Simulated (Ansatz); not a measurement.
# SnH2 (model cell, started as CdI2 type): a soft mode frozen in, part 3 of 3

Aim: this structure of SnH2 (model cell, started as CdI2 type) is to be tested for unstable modes, and one is followed downhill.

Ansatz 0.2.0; DFT PBEsol, scalar-relativistic, plane waves, PAW.

So far. Step 4 (The mode frozen in, largest atomic shift 0.32 Å): The run ends at a pressure of 2.60 GPa, with forces up to 0.10 eV/Å. Step 5 (Energy along the mode, all amplitudes (two of the runs …): The lowest step is at 0.32 Å, 11.8 meV/atom below the parent, and the energy rises beyond it.

The structure was built from a prototype and need not be the compound's stable phase.

## 6. Relaxation from the frozen mode (continued)

Step by step (22 of 30):

| step | energy less that of the first step (eV) | largest force component (eV/Å) | pressure (GPa) | volume (Å³) |
| --- | --- | --- | --- | --- |
| 1 | 0.0000 | 0.1043 | 2.60 | 105.55 |
| 2 | 0.0652 | 0.2344 | -3.20 | 121.33 |
| 4 | -0.0611 | 0.1057 | -0.49 | 113.49 |
| 5 | -0.0847 | 0.2409 | -0.92 | 115.64 |
| 7 | -0.1557 | 0.0381 | 0.09 | 119.99 |
| 8 | -0.1966 | 0.0582 | 0.16 | 123.94 |
| 9 | -0.0863 | 0.3450 | -0.82 | 120.67 |
| 11 | -0.1991 | 0.0091 | 0.00 | 124.52 |
| 12 | -0.1992 | 0.0099 | -0.03 | 124.95 |
| 13 | -0.1999 | 0.0085 | -0.09 | 126.18 |
| 15 | -0.2208 | 0.1153 | -0.59 | 129.50 |
| 16 | -0.2287 | 0.0593 | -0.52 | 129.97 |
| 18 | -0.2829 | 0.0856 | -0.01 | 126.55 |
| 19 | -0.3429 | 0.1191 | -0.65 | 124.67 |
| 20 | -0.3968 | 0.1900 | -0.82 | 121.42 |
| 22 | -0.4114 | 0.0692 | -0.46 | 119.80 |
| 23 | -0.4199 | 0.0260 | 0.03 | 119.71 |
| 24 | -0.4224 | 0.0077 | 0.03 | 119.76 |
| 26 | -0.4225 | 0.0004 | 0.00 | 119.95 |
| 27* | -0.4411 | 0.0010 | 0.08 | 119.95 |
| 29 | -0.4410 | 0.0008 | 0.00 | 120.31 |
| 30* | -0.4412 | 0.0009 | 0.00 | 120.31 |

Relaxation steps marked * repeat the geometry before them on a plane-wave basis chosen anew for their cell, so energy and pressure can jump there. Other such steps can lie between the rows shown. Relaxation steps 2, 9, 10, 22 were tried and not accepted.

Forces are held to the 3 operations that the program found; a distortion that breaks them can't arise in this run.

| cell as run | before | after | change |
| --- | --- | --- | --- |
| a (Å) | 3.141 | 2.981 | -5.1 % |
| b (Å) | 6.229 | 6.826 | +9.6 % |
| c (Å) | 6.229 | 6.826 | +9.6 % |
| volume (Å³/atom) | 11.73 | 13.37 | +14.0 % |

The atoms that moved most (Å, as changes of fractional coordinates times the final cell):

| atom | dx | dy | dz | length |
| --- | --- | --- | --- | --- |
| H4 | 0.703 | -0.452 | -1.270 | 1.520 |
| H5 | -0.743 | -0.382 | -1.270 | 1.520 |
| H6 | 0.040 | 0.835 | -1.270 | 1.520 |
| H9 | -0.702 | 0.450 | 1.270 | 1.520 |
| H7 | -0.038 | -0.833 | 1.270 | 1.520 |
| H8 | 0.741 | 0.384 | 1.270 | 1.520 |
| Sn2 | 0.000 | 0.000 | 0.690 | 0.690 |
| Sn1 | 0.000 | 0.000 | -0.689 | 0.689 |

Final coordinates:

```
Sn H
1.0
     0.00000    0.00000    2.98129
     5.91171    3.41312    0.00000
     0.00000    6.82625    0.00000
Sn H
3 6
Direct
  0.76914 0.33333 0.33333
  0.23116 0.66667 0.66667
  0.99965 0.00000 0.00000
  0.79294 0.17816 0.17818
  0.79294 0.17818 0.64367
  0.79294 0.64367 0.17816
  0.20707 0.35636 0.82186
  0.20707 0.82179 0.35636
  0.20707 0.82186 0.82179
```

Read from the output:

| Quantity | Value |
| --- | --- |
| pressure | 7.09e-4 GPa |
| volume per atom | 13.37 Å³ |

The distorted start has space group P3; the relaxation ends in P-3m1.

## 7. Results

| Property | Result |
| --- | --- |
| unstable mode of the parent | q = (0.333, 0.333, 0), 581i cm⁻¹ |
| depth at the lowest point sampled | 11.8 meV/atom |
| largest atomic shift at that point | 0.32 Å |
| space group reached | P-3m1 |
| energy gained over the parent (first relaxation, on the mesh of the frozen mode) | 60.9 meV/atom |
| volume per atom, phase reached | 13.4 Å³ |

**Reading.** Along this mode the structure falls into P-3m1, 60.9 meV/atom below the parent. At the parent's cell the well is 11.83 meV/atom deep on the steps tried, with its lowest point at a shift of 0.32 Å. Relaxing atoms and cell changes the gain by +49.06 meV/atom against the lowest step (energies at zero smearing). Most of the total comes from this relaxation. The end point has the space group of the parent. The modes of the phase reached were not computed. Of the 3 patterns followed from this parent, this one ends 40.8 meV/atom above the lowest, P4/mmm. Each path keeps the symmetry of its pattern, so a lower phase may lie along a pattern not tried. With no gap, or one that is small against the smearing, the frequencies hang on the k mesh and the smearing, most of all near Kohn anomalies. The volume moved by more than a tenth on the k mesh of the start, so the energy gain is rough. Spin-orbit coupling is left out, which can matter for the heavy elements here. A phonon run warned that its eigensolver left some bands unconverged in a pass. The starting cell was built on a prototype and not taken from a measurement, so the phase need not exist.

[Long decimals in the printed logs are rounded to 6 places.]

[Logs are printed without paths, hosts, clocks, repeated set-up lines and the standing remarks that a program may print on its own settings, such as how far it seeks lower states.]

[Hosts, paths, dates, database ids (printed as entryN), source tags and the programs' standing remarks are cut or masked in the printed files.]

[Where the starting crystal was built by hand or by swapping elements, it need not be the compound's stable phase.]
